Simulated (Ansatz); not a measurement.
# What Y3GaC (Pm-3m) distorts into, part 3 of 3

Aim: this structure of Y3GaC (Pm-3m) is to be tested for unstable modes, and one is followed downhill.

Ansatz 0.2.0; DFT PBEsol, scalar-relativistic, plane waves, PAW; PAW set soft_1.

So far. Step 5 (Energy along the mode, all amplitudes (two of the runs …): The lowest of the steps tried is at 0.32 Å, 7.75 meV/atom below the parent; the bottom of the well need not coincide with a step. Step 7 (The new phase in its own primitive cell): The largest force component left is 0.83 meV/Å and the pressure is 0.000 GPa, within the tolerances set. The cell now holds 22.06 Å³/atom. The relaxed cell has a, b, c = 6.804, 9.571, 6.774 Å (conventional setting).

### Step 8. Modes of the new phase

A relaxed structure may still be a saddle point, so its zone-centre modes are computed. No field response is asked, since the mesh shows no gap.

File input.yaml:

```yaml
crystal:
  lattice:
    - [-3.4020082263, 4.7854168019, 3.3871482973]
    - [3.4020082263, -4.7854168019, 3.3871482973]
    - [3.4020082263, 4.7854168019, -3.3871482973]
  atoms:
    - { symbol: "Y", position: [0.2797070744, 0.0, 0.7797070744] }
    - { symbol: "Y", position: [0.7202929256, 0.0, 0.2202929256] }
    - { symbol: "Y", position: [0.8085227514, 0.5585227514, 0.25] }
    - { symbol: "Y", position: [0.1914772486, 0.4414772486, 0.75] }
    - { symbol: "Y", position: [0.2797070744, 0.5, 0.2797070744] }
    - { symbol: "Y", position: [0.7202929256, 0.5, 0.7202929256] }
    - { symbol: Ga, position: [0.2561977481, 0.0061977481, 0.25] }
    - { symbol: Ga, position: [0.7438022519, 0.9938022519, 0.75] }
    - { symbol: C, position: [0.5, 0.5, 0.0] }
    - { symbol: C, position: [0.0, 0.5, 0.5] }
kpoints:
  mp_grid: { grid: [8, 8, 8] }
hamiltonian:
  xc: pbesol
  pseudopotentials: { kind: paw, azcp: { folder: soft_1 }, xc_functional: pbe }
scf:
  occupations: { method: methfessel_paxton, width: 0.2 }
output:
  eigenvalues: true
phonons:
  method: dfpt
```

Launch:

```bash
$ ansatz run input.yaml --threads 4 --pin off --max-ram 10240MiB --backend cpu --events-out ev --progress --plain --runs-dir out
```

Numbers of over 12 decimals in the logs are rounded to 6 here.

Output:

```text
Engine: ansatz 0.2.0, x86_64-unknown-linux-gnu
Pseudopotentials: kind: paw
Pseudopotential: Y, paw, valence charge 11, recommended cutoff 420 eV (normal), soft_1/Y.paw.azcp
Pseudopotential: Ga, paw, valence charge 13, recommended cutoff 420 eV (normal), soft_1/Ga.paw.azcp
Pseudopotential: C, paw, valence charge 4, recommended cutoff 420 eV (normal), soft_1/C.paw.azcp
Functional definition: PBEsol
  exchange = pbesol_x
  correlation = pbesol_c
Crystal: 10 atoms, lattice volume = 220.571 Å³
Basis set: ecut = 420 eV, 4283 PW (Γ), exchange–correlation on 96×96×96 points (8 copies of the dense FFT grid, shifted against one another)
Bands: 60, of which v1, the nominal top of the filled ones, is band 50 counted from 1 (49 counted from 0)
Symmetry: 8 space group operations
k-points: 260 of 512 (irreducible under 1 space group operation, time reversal used)
Non-local potential: Y, projectors of the file, l = 0: 3, l = 1: 2, l = 2: 2, l = 3: 1
Non-local potential: Ga, projectors of the file, l = 0: 2, l = 1: 2, l = 2: 3, l = 3: 1
Non-local potential: C, projectors of the file, l = 0: 2, l = 1: 2, l = 2: 1
PAW form: soft (Blöchl's): semilocal exchange-correlation on the pseudo side does not see the compensation charge
PAW frozen core: Y, regenerated for the run's functional, and the local potential with it (the file was generated under x = pbe(κ = 0.804, μ = 0.219515), c = pbe(β = 0.066725))
PAW frozen core: Ga, regenerated for the run's functional, and the local potential with it (the file was generated under x = pbe(κ = 0.804, μ = 0.219515), c = pbe(β = 0.066725))
PAW frozen core: C, regenerated for the run's functional, and the local potential with it (the file was generated under x = pbe(κ = 0.804, μ = 0.219515), c = pbe(β = 0.066725))
PAW one-centre angular grid: Y, 590 points (default); XC on 64 Gauss nodes
PAW one-centre angular grid: Ga, 590 points (default); XC on 64 Gauss nodes
PAW one-centre angular grid: C, 110 points (default); XC on 64 Gauss nodes
Initial density: superposition of atomic densities (chi_scale 0.1, normalization cell, long waves kept (reshape's long-wave potential 0.00 eV rms))
Initial wavefunctions: pseudopotential atomic-orbital guess
Functional: x = pbesol(κ = 0.804, μ = 0.123457), c = pbesol(β = 0.046)
SCF iter   1: F=—  HF=-30759.779487 eV  |F-HF|=—  |Δ(HF+E_count)|=         —  Δρ=5.85e-2  dr2=1.78e1  ethr=3.10e-3  ⟨swp⟩=5.7  Hψ=59555  notcnv=0
preconditioner: auto → Kerker (q_TF=auto, 2.391 Å⁻¹)  [metal: Δε(μ)=0.010 eV  Ē_g=14.284 eV  σ=0.200 eV  W_gap=0.04  n_scr=58 (ndim 8)  ℏωp=23.5 eV  f_vac=0.000  D(μ)=2.67/eV (n_scr^D=14)]
SCF iter   2: F=—  HF=-30756.275468 eV  |F-HF|=—  |Δ(HF+E_count)|=    3.50e0  S|Δr|=    0.00e0  Δρ=2.29e-2  dr2=2.49e0  ethr=3.10e-3  ⟨swp⟩=2.5  Hψ=27251  notcnv=0  defer=417
SCF iter   3: F=—  HF=-30755.786275 eV  |F-HF|=—  |Δ(HF+E_count)|=   4.89e-1  S|Δr|=    0.00e0  Δρ=1.32e-2  dr2=6.58e-1  ethr=2.49e-3  ⟨swp⟩=2.0  Hψ=21588  notcnv=0  defer=408
SCF iter   4: F=—  HF=-30755.656696 eV  |F-HF|=—  |Δ(HF+E_count)|=   1.30e-1  S|Δr|=    0.00e0  Δρ=6.17e-3  dr2=9.90e-2  ethr=6.58e-4  ⟨swp⟩=2.0  Hψ=23985  notcnv=0  defer=408
SCF iter   5: F=—  HF=-30755.628931 eV  |F-HF|=—  |Δ(HF+E_count)|=   2.78e-2  S|Δr|=    0.00e0  Δρ=1.92e-3  dr2=9.45e-3  ethr=9.90e-5  ⟨swp⟩=2.0  Hψ=24667  notcnv=0  defer=418
SCF iter   6: F=—  HF=-30755.626583 eV  |F-HF|=—  |Δ(HF+E_count)|=   2.35e-3  S|Δr|=    0.00e0  Δρ=4.00e-4  dr2=2.40e-4  ethr=9.45e-6  ⟨swp⟩=3.0  Hψ=26392  notcnv=0  defer=418
SCF iter   7: F=—  HF=-30755.626735 eV  |F-HF|=—  |Δ(HF+E_count)|=   1.53e-4  S|Δr|=    0.00e0  Δρ=1.27e-4  dr2=6.92e-5  ethr=2.40e-7  ⟨swp⟩=2.0  Hψ=21327  notcnv=0  defer=418
SCF iter   8: F=—  HF=-30755.626719 eV  |F-HF|=—  |Δ(HF+E_count)|=   1.69e-5  S|Δr|=    0.00e0  Δρ=2.84e-5  dr2=1.92e-6  ethr=6.92e-8  ⟨swp⟩=2.0  Hψ=18817  notcnv=0  defer=418
SCF iter   9: F=—  HF=-30755.626522 eV  |F-HF|=—  |Δ(HF+E_count)|=   1.97e-4  S|Δr|=    0.00e0  Δρ=6.49e-6  dr2=1.33e-7  ethr=1.92e-9  ⟨swp⟩=2.0  Hψ=22057  notcnv=0  defer=418
SCF iter  10: F=—  HF=-30755.626522 eV  |F-HF|=—  |Δ(HF+E_count)|=   2.98e-8  S|Δr|=    0.00e0  Δρ=1.46e-6  dr2=4.15e-9  ethr=1.33e-10  ⟨swp⟩=2.0  Hψ=22047  notcnv=0  defer=418
SCF iter  11: F=—  HF=-30755.626522 eV  |F-HF|=—  |Δ(HF+E_count)|=  7.20e-10  S|Δr|=    0.00e0  Δρ=5.19e-7  dr2=8.52e-10  ethr=4.15e-12  ⟨swp⟩=2.0  Hψ=22786  notcnv=0  defer=418
SCF iter  12: F=—  HF=-30755.626522 eV  |F-HF|=—  |Δ(HF+E_count)|=  1.38e-10  S|Δr|=    0.00e0  Δρ=2.25e-7  dr2=1.73e-10  ethr=1.00e-12  ⟨swp⟩=2.0  Hψ=21877  notcnv=0  defer=418
SCF iter  13: F=-30755.626522 eV  HF=-30755.626522 eV  |F-HF|=7.28e-12  |Δ(HF+E_count)|=  1.46e-11  S|Δr|=    0.00e0  Δρ=4.12e-8  dr2=8.32e-12  ethr=1.00e-12  ⟨swp⟩=13.0  Hψ=76416  notcnv=0
SCF 1 converged in 13 iterations: F = -30755.626522 eV  dr2 = 8.32e-12
[...]
DFPT response loops at Γ: preconditioner auto → Kerker (q_TF=auto, 2.391 Å⁻¹) (partly filled bands, converged f_vac=0.000); β = 1.00, the filter's whole step (`scf.mixing.beta` (0.50) is not read by the response loops under this deck's `scf.mixing.preconditioner`; to damp them name `kerker` or `kerker_dos`, under which they read `scf.mixing.beta`, and type it under 1.00, their step now; both keys bind the ground state too); Broyden in place of MSR1
the response loops of the zone centre start from zero, take more passes and end by a threshold: the memory limit or budget leaves too little room for the subspace of the ground state's own states beside the solves, or none could be made (phonons.method)
```

Run time: 14 min. Hardware: 4 threads of Intel Xeon Platinum 8488C (Sapphire Rapids), shared host; peak memory 8.2 GiB.

The run was cut off at the time limit after its SCF cycle had converged; no result of it is taken.

The program's message: “Warning: R”

### Step 9. Outcome

| Quantity | Value |
| --- | --- |
| unstable mode of the parent | q = (-0.5, -0.5, -0.5), 44i cm⁻¹ |
| depth at the lowest point sampled | 7.75 meV/atom |
| largest atomic shift at that point | 0.32 Å |
| space group reached (within 0.01 Å) | Imma |
| energy gained over the parent (first relaxation, on the mesh of the frozen mode) | 9.30 meV/atom |
| volume per atom, phase reached | 22.1 Å³ |

In words: Along this mode the structure falls into Imma, 9.30 meV/atom below the parent. At the parent's cell the well is 7.752 meV/atom deep on the steps tried, with its lowest point at a shift of 0.32 Å. Relaxing atoms and cell changes the gain by +1.55 meV/atom against the lowest step (energies at zero smearing). The modes of the phase reached were not computed on this path. Of the 4 patterns followed to their end from this parent, this one ends 0.234 meV/atom above the lowest, R-3c. Another end point lies within 1 meV/atom; how such a difference moves with mesh and cutoff was not tested. Each path keeps the symmetry of its pattern, so a lower phase may lie along a pattern not tried. With no gap, or one that is small against the smearing, the frequencies hang on the k mesh and the smearing, most of all near Kohn anomalies. The PAW files were made for PBE and serve the other functionals too.

[Logs are printed without paths, hosts, clocks, repeated set-up lines and the standing remarks that a program may print on its own settings, such as how far it seeks lower states.]

[Hosts, paths, dates, database ids (printed as entryN), source tags and the programs' standing remarks are cut or masked in the printed files.]
